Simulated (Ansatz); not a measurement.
# Antimonene bilayer (AA') in a perpendicular field

Aim: how the antimonene bilayer (AA') screens a field along its normal, and what the field does to its bands. A positive field points along +c.

Method: plane-wave DFT, PBEsol-D3(BJ), Ansatz PAW (set soft_1); PAW set soft_1, in the first sound run; inputs show where later runs differ, in Ansatz 0.2.0.

This is a report of a sequence of runs, with the program logs left out and the cost of each run kept.

### Step 1. The starting structure

The cell holds 4 atoms: 4 Sb. Cell: a = 4.120 Å, b = 4.120 Å, c = 43.600 Å, α = 90.0°, β = 90.0°, γ = 120.0°. Regions: layer 1: antimonene, 2 atoms (2 Sb); layer 2: antimonene, 2 atoms (2 Sb). Vacuum lies along c.

### Step 2. Relaxing the slab

The starting cell is a guess, so the in-plane lattice and the atoms are relaxed first, with the slab cut off from its images along the normal.

Contents of input.yaml:

```yaml
crystal:
  lattice:
    - [4.12, 0.0, 0.0]
    - [-2.06, 3.5680246636, 0.0]
    - [0.0, 0.0, 43.5999999986]
  atoms:
    - { symbol: Sb, position: [0.6666666667, 0.3333333333, 0.4277522936] }
    - { symbol: Sb, position: [0.3333333333, 0.6666666667, 0.4655963303] }
    - { symbol: Sb, position: [0.3333333333, 0.6666666667, 0.5344036697] }
    - { symbol: Sb, position: [0.6666666667, 0.3333333333, 0.5722477064] }
  periodic: [true, true, false]
kpoints:
  mp_grid: { grid: [12, 12, 1] }
hamiltonian:
  xc: pbesol
  dispersion: d3bj
  pseudopotentials: { kind: paw, azcp: { folder: soft_1 }, xc_functional: pbe }
scf:
  occupations: { method: fermi_dirac, width: 0.05 }
  convergence: { dr2_threshold: 1.0e-09 }
relax:
  f_tol: 0.004
  max_steps: 90
  cell: {}
output:
  write_potential: true
  write_density: true
  volumetric_format: npy
```

On the command line:

```sh
> ansatz run input.yaml --threads 4 --pin off --max-ram 6144MiB --backend cpu --events-out ev --progress --plain --runs-dir out
```

It took 44 s on 4 threads of Intel Xeon 6975P-C (Granite Rapids), shared host; peak memory 1.3 GiB.

Step by step:

```tsv
step	energy less that of the first step (eV)	largest force component (eV/Å)	volume (Å³)
1	0.0000	1.1423	640.93
2	-0.2308	0.6918	635.07
3	-0.3687	0.1370	620.08
4	-0.3968	0.0904	604.68
5	-0.3985	0.0093	602.07
6	-0.3987	0.0041	602.81
7	-0.3988	0.0003	603.00
8*	-0.3980	0.0007	603.00
```

Relaxation steps marked * repeat the geometry before them on a plane-wave basis chosen anew for their cell, so energy and pressure can jump there.

Forces are held to the 12 operations that the program found; a distortion that breaks them can't arise in this run.

```tsv
cell as run	before	after	change
a (Å)	4.120	3.996	-3.0 %
b (Å)	4.120	3.996	-3.0 %
```

The atoms that moved most (Å, along periodic axes as changes of fractional coordinates times the final cell, across vacuum about the mean position):

```tsv
atom	dx	dy	dz	length
Sb1	0.000	0.000	-0.426	0.426
Sb4	0.000	0.000	0.426	0.426
Sb2	0.000	0.000	-0.425	0.425
Sb3	0.000	0.000	0.425	0.425
```

The lattice constant a goes from 4.120 to 3.996 Å.

### Step 3. Atoms held, field 0

A sawtooth potential applies the field, turning back in the middle of the vacuum. With the dipole correction the typed value is the field outside the slab. The induced dipole is small, so the SCF threshold is tight.

The cell differs from the one that the last finished run ended in (c 43.600 → 25.152 Å).

Contents of input.yaml:

```yaml
crystal:
  lattice:
    - [3.9962149962, 0.0, 0.0]
    - [-1.9981074981, 3.4608237057, 0.0]
    - [0.0, 0.0, 25.1523562133]
  atoms:
    - { symbol: Sb, position: [0.6666666667, 0.3333333333, 0.3578193599] }
    - { symbol: Sb, position: [0.3333333333, 0.6666666667, 0.4234728103] }
    - { symbol: Sb, position: [0.3333333333, 0.6666666667, 0.5765271897] }
    - { symbol: Sb, position: [0.6666666667, 0.3333333333, 0.6421806401] }
kpoints:
  mp_grid: { grid: [12, 12, 1] }
  band_path:
    path: [[0, 0, 0], [0.5, 0, 0], [0.33333333, 0.33333333, 0], [0, 0, 0]]
    npoints: 16
hamiltonian:
  xc: pbesol
  dispersion: d3bj
  pseudopotentials: { kind: paw, azcp: { folder: soft_1 }, xc_functional: pbe }
scf:
  occupations: { method: fermi_dirac, width: 0.02585 }
  convergence: { dr2_threshold: 1.0e-10 }
efield:
  axis: 3
  dipole_correction: true
  ramp_position: 0.97
  ramp_width: 0.06
  amplitude: 0
output:
  dos: { projected: true, e_range: [-6, 5] }
  bader: true
  write_potential: true
  write_density: true
  volumetric_format: npy
  elf: true
```

It took 11 s on 4 threads; peak memory 0.98 GiB; 44 s of CPU time.

Read from the output:

```yaml
dipole_along_the_normal: 2.81e-7 e·Å
gap_along_the_path: 0.6637 eV
smallest_direct_gap_along_the_path: 1.246 eV
ionisation_energy_upper_face: 4.615 eV
electron_affinity_upper_face: 3.951 eV
gap_the_smaller_of_path_and_mesh: 0.6577 eV
```

Running mean over a fixed 2.7 Å (it still follows the layers) of the planar mean; the ramp of the sawtooth is left out. Table of electron's electrostatic potential energy less the Fermi level by z:

```tsv
z (Å)	electron's electrostatic potential energy less the Fermi level (eV)
3.5	4.30
4.0	4.30
4.5	4.30
5.0	4.29
5.5	4.28
6.0	4.22
6.5	3.99
7.0	3.17
7.5	1.27
8.0	-1.04
8.5	-3.07
9.0	-5.00
9.5	-6.78
10.0	-7.06
10.5	-5.62
11.0	-3.68
11.5	-1.80
12.0	0.241
12.5	1.52
13.0	0.795
13.5	-1.18
14.0	-3.12
14.5	-5.02
15.0	-6.77
15.5	-7.07
16.0	-5.60
16.5	-3.65
17.0	-1.70
17.5	0.566
18.0	2.68
18.5	3.84
19.0	4.18
19.5	4.27
20.0	4.29
20.5	4.30
21.0	4.30
21.5	4.30
22.0	4.30
```

The density of states has structure finer than the step of the table below, so its rows give means over 0.2 eV. Peaks (eV: height): -4.02: 8.26, -3.66: 9.08, -2.42: 12.9, -1.78: 13.4, -0.57: 14.7, 1.00: 6.58, 1.69: 4.90.

Density of states against energy, zero at the Fermi level of the run, which the smearing sets inside the gap; means over each step:

```tsv
energy (eV)	density of states (states/eV a cell)
-4.6	0
-4.4	0.0962
-4.2	1.15
-4.0	4.74
-3.8	2.41
-3.6	4.62
-3.4	2.26
-3.2	2.54
-3.0	2.40
-2.8	2.70
-2.6	3.29
-2.4	4.87
-2.2	4.20
-2.0	3.90
-1.8	6.16
-1.6	3.53
-1.4	2.28
-1.2	1.94
-1.0	1.82
-0.8	1.84
-0.6	4.09
-0.4	0.358
-0.2	4.0e-4
0.0	0
0.2	0
0.4	0.363
0.6	1.58
0.8	2.19
1.0	3.29
1.2	2.85
1.4	2.92
1.6	4.14
1.8	4.09
2.0	3.17
```

Projected DOS per atom over height of the atomic layer and energy from the Fermi level. Layers: Sb Sb Sb Sb from below.

Ten even steps from '0' (0.00 states/eV) to '9' (1.28 states/eV), each cell a mean:
```
5555
7777
5555
5445
2112
0000
0000
4444
3333
4444
9999
8778
7777
5555
4554
7667
6886
0000
0000
0000
0000
0000
```
Columns: height of the atomic layer (Å) from 9 to 16.2 (not evenly spaced); rows upwards: energy from the Fermi level (eV) from -5.96 to 2.14.

Electronic bands along the path, in eV, zero at the Fermi level of the run, which the smearing sets inside the gap:

```tsv
point	band 27	band 28	band 29	band 30	band 31	band 32	band 33	band 34
Γ	-0.39	-0.39	-0.32	-0.32	1.27	1.75	2.38	2.38
halfway	-1.74	-1.45	-1.38	-0.69	0.58	1.09	2.81	3.00
M	-2.56	-2.12	-2.05	-1.91	0.89	1.22	1.34	2.40
halfway	-3.04	-2.65	-2.47	-1.86	0.96	1.67	2.19	2.27
K	-3.03	-2.60	-2.42	-2.06	0.41	0.98	2.51	2.56
halfway	-2.51	-2.41	-1.67	-0.67	1.35	2.00	2.09	2.48
Γ	-0.39	-0.39	-0.32	-0.32	1.27	1.75	2.38	2.38
```

Electrostatic potential energy in the ca plane at fractional y = 0.333, with atoms of Sb within 0.2 Å of it. With pseudopotentials it is smooth inside the atoms' cores, unlike the true potential.

Values in eV, 6 rows by 16 columns, each cell a mean:
```
  5   5   4 -11 -17   0   3   4   4   2  -9 -19   1   5   5   5
  5   5   2 -30 -37  -3   4   5   4   2 -25 -39  -7   5   5   5
  5   5   3 -27 -35  -2   4   5   4   2 -22 -37  -5   5   5   5
  5   5   4  -4  -8   0   2   4   3   1  -4  -9   2   5   5   5
  5   5   5   3   2  -4   0   4   2  -4   0   3   4   5   5   5
  5   5   4   2   1  -3   0   4   3  -3   0   2   4   5   5   5
```
Columns run along c (16.0 Å, from fractional 0.20 to 0.84 of the cell; values clipped at the 3rd and 97th percentile), rows up along a (4.0 Å). Atoms in or near the plane, at fractional coordinates: Sb at (0.36, 0.67), Sb at (0.64, 0.67).

ELF in the ca plane at fractional y = 0.333, with atoms of Sb within 0.2 Å of it. It is the smooth field of the valence electrons, not physical close to the nuclei.

Ten even steps from '0' (0.00) to '9' (0.84), each cell a mean:
```
00002468875556655431001344566555688752100000
00024799853234543110000012354323479985210000
00136899730013431000000001343200268997410000
00136899730013331000000001243100268997410000
00025799752224542110000012354322479986310000
00012578865456654431001234566545688863100000
00000124555566655653102565556655555310000000
00000000112345555675103676555432110000000000
00000000011244455775103776545432110000000000
00000123455556655663102566556655544210000000
```
Columns run along c (16.0 Å, from fractional 0.20 to 0.84 of the cell), rows up along a (4.0 Å). Atoms in or near the plane, at fractional coordinates: Sb at (0.36, 0.67), Sb at (0.64, 0.67).

Valence density in the ca plane at fractional y = 0.333, with atoms of Sb within 0.2 Å of it. It is the smooth field of the valence electrons, not physical close to the nuclei.

Ten steps, logarithmic in the rise over the least value, from '0' (0 e/Å³) to '9' (13 e/Å³), each cell a mean:
```
00000000123332211100000011122333211000000000
00000001246753211000000001123566531000000000
00000001369985210000000000124799742100000000
00000001369985210000000000124799742100000000
00000001247763211000000001123577531000000000
00000000123332211100000001122333321000000000
00000000011222222110000011222221110000000000
00000000001111222210000112222111000000000000
00000000000111222210000112222111000000000000
00000000011122222110000012222211100000000000
```
Columns run along c (16.0 Å, from fractional 0.20 to 0.84 of the cell), rows up along a (4.0 Å). Atoms in or near the plane, at fractional coordinates: Sb at (0.36, 0.67), Sb at (0.64, 0.67).

The gap is 0.66 eV, with the valence edge 4.61 eV and the conduction edge 3.95 eV under the upper vacuum level. Spin-orbit coupling, left out in this run, matters for the bands of elements this heavy.

### Step 4. Atoms held, field 0.03 V/Å

Edit input.yaml of step 3 so:

```diff
@@ -25,8 +25,6 @@
   dipole_correction: true
-  ramp_position: 0.97
-  ramp_width: 0.06
-  amplitude: 0
+  ramp_position: 0.9404
+  ramp_width: 0.1193
+  amplitude: 0.03
 output:
-  dos: { projected: true, e_range: [-6, 5] }
-  bader: true
   write_potential: true
@@ -34,2 +32 @@
   volumetric_format: npy
-  elf: true
```

It took 6 s on 4 threads; peak memory 0.85 GiB.

The dipole is 0.0213 e·Å, and the gap 0.656 eV.

### Step 5. Single point, field -0.03 V/Å

Edit input.yaml of step 4 so:

```diff
@@ -27,3 +27,3 @@
   ramp_width: 0.1193
-  amplitude: 0.03
+  amplitude: -0.03
 output:
```

Run time: 5.9 s. Hardware: 4 threads; peak memory 0.84 GiB; 22 s of CPU time.

The dipole is -0.0213 e·Å, and the gap 0.656 eV.

### Step 6. Atoms held, field 0.15 V/Å

Edit input.yaml of step 5 so:

```diff
@@ -27,3 +27,3 @@
   ramp_width: 0.1193
-  amplitude: -0.03
+  amplitude: 0.15
 output:
```

It took 6.3 s on 4 threads; peak memory 0.84 GiB.

The dipole is 0.107 e·Å, and the gap 0.619 eV.

### Step 7. Single point, field 0.25 V/Å

Edit input.yaml of step 6 so:

```diff
@@ -27,3 +27,3 @@
   ramp_width: 0.1193
-  amplitude: 0.15
+  amplitude: 0.25
 output:
```

It took 6.9 s on 4 threads; peak memory 0.85 GiB; 26 s of CPU time.

The dipole is 0.178 e·Å, and the gap 0.575 eV.

### Step 8. Atoms held, field -0.25 V/Å

Edit input.yaml of step 7 so:

```diff
@@ -27,4 +27,6 @@
   ramp_width: 0.1193
-  amplitude: 0.25
+  amplitude: -0.25
 output:
+  dos: { projected: true, e_range: [-6, 5] }
+  bader: true
   write_potential: true
@@ -32 +34,2 @@
   volumetric_format: npy
+  elf: true
```

The job ended after 12 s (4 threads; peak memory 0.91 GiB; 47 s of CPU time).

The dipole is -0.178 e·Å, and the gap 0.575 eV.

### Step 9. Response, atoms held

This step: plane-wave DFT, PBEsol-D3(BJ), Ansatz PAW (set soft_1); response to a field along the normal, atoms held; PAW set soft_1 (Ansatz 0.2.0).

The dipoles give the slope, and the difference of two potentials shows where the field is screened.

This step gave:

* equivalent conductor thickness p/(ε₀AE): 9.299 Å
* distance between the outer atoms: 7.152 Å

Dipole of the cell against applied field:

```tsv
applied field (V/Å)	dipole of the cell (e·Å)
-0.250	-0.178
-0.030	-0.0213
0.000	2.8e-7
0.030	0.0213
0.150	0.107
0.250	0.178
```

Local field over the applied field, running mean. From the potentials at -0.03 and 0.03 V/Å; running mean over 2.5 Å. Local field over applied field against z:

```tsv
z (Å)	local field over applied field
5	0.987
6	0.925
7	0.699
8	0.355
9	0.0734
10	-9.1e-4
11	0.0982
12	0.269
13	0.284
14	0.126
15	0.00220
16	0.0487
17	0.303
18	0.650
19	0.904
20	0.983
21	0.997
```

Electrons, planar mean, per unit field. Table of induced electron density by z:

```tsv
z (Å)	induced electron density (e/Å³ per V/Å)
4.5	2.4e-5
5.0	6.2e-5
5.5	1.6e-4
6.0	3.8e-4
6.5	9.0e-4
7.0	0.00187
7.5	0.00298
8.0	0.00278
8.5	0.00111
9.0	9.9e-4
9.5	2.4e-4
10.0	-9.3e-5
10.5	-5.7e-4
11.0	-7.0e-4
11.5	-0.00180
12.0	-0.00188
12.5	-2.8e-4
13.0	0.00148
13.5	0.00210
14.0	8.3e-4
14.5	6.9e-4
15.0	1.9e-4
15.5	-1.4e-4
16.0	-7.5e-4
16.5	-0.00103
17.0	-0.00224
17.5	-0.00315
18.0	-0.00224
18.5	-0.00114
19.0	-5.0e-4
19.5	-2.1e-4
20.0	-8.3e-5
20.5	-3.2e-5
21.0	-1.2e-5
```

The smaller of the gaps on the path and on the k-mesh, counted as 0 under 0.03 eV. Gap against applied field:

```tsv
applied field (V/Å)	gap (eV)
-0.250	0.575
-0.030	0.656
0.000	0.658
0.030	0.656
0.150	0.619
0.250	0.575
```

By hand: between -0.03 and 0.03 V/Å the dipole changes by 0.04265 e·Å, a slope of 0.7108 e·Å²/V. A perfect conductor of thickness t has p = ε₀AEt, so t = 180.95 × 0.7108 / 13.830 = 9.30 Å (e/ε₀ = 180.95 V·Å, A in Å²).

The induced dipole is that of a conductor 9.30 Å thick.

### Step 10. With spin-orbit coupling

This step: plane-wave DFT, PBE, fully relativistic PAW with spin-orbit coupling; PAW set soft_1 (Ansatz 0.2.0).

Heavy atoms split their bands by spin-orbit coupling, so this run uses fully relativistic files and two-component states.

input.yaml, the sections that differ from step 8:

```yaml
hamiltonian:
  xc: pbe
  pseudopotentials: { kind: paw_fr, azcp: { folder: soft_1 } }
magnetization:
  noncollinear: true
  spin_orbit: true
scf:
  occupations: { method: fermi_dirac, width: 0.02585 }
  convergence: { dr2_threshold: 1.0e-09 }
efield:
  axis: 3
  dipole_correction: true
  ramp_position: 0.97
  ramp_width: 0.06
  amplitude: 0
output:
  write_potential: true
  write_density: true
  volumetric_format: npy
# crystal, kpoints: as in step 8
```

It took 41 s on 4 threads; peak memory 2.4 GiB.

Numbers from this step:

```yaml
dipole_along_the_normal: 1.45e-5 e·Å
gap_along_the_path: 0.4397 eV
smallest_direct_gap_along_the_path: 1.254 eV
ionisation_energy_upper_face: 4.277 eV
electron_affinity_upper_face: 3.837 eV
gap_the_smaller_of_path_and_mesh: 0.4338 eV
```

[end of part 1 of 2]

[Long decimals in the printed logs are rounded to 6 places.]

[Logs are printed without paths, hosts, clocks, repeated set-up lines and the standing remarks that a program may print on its own settings, such as how far it seeks lower states.]

[Hosts, paths, dates, database ids (printed as entryN), source tags and the programs' standing remarks are cut or masked in the printed files.]

[Maps of the electrostatic potential energy from Ansatz leave out the sawtooth potential of an applied field or a dipole correction, so their vacuum need not be flat; planar profiles and work functions include it.]

[The density of states shown here was stored with 400 of the rows of the run's finer table, so its peaks can read low, often by over a quarter, or be missed, and its means over a window can be off by a tenth or more.]
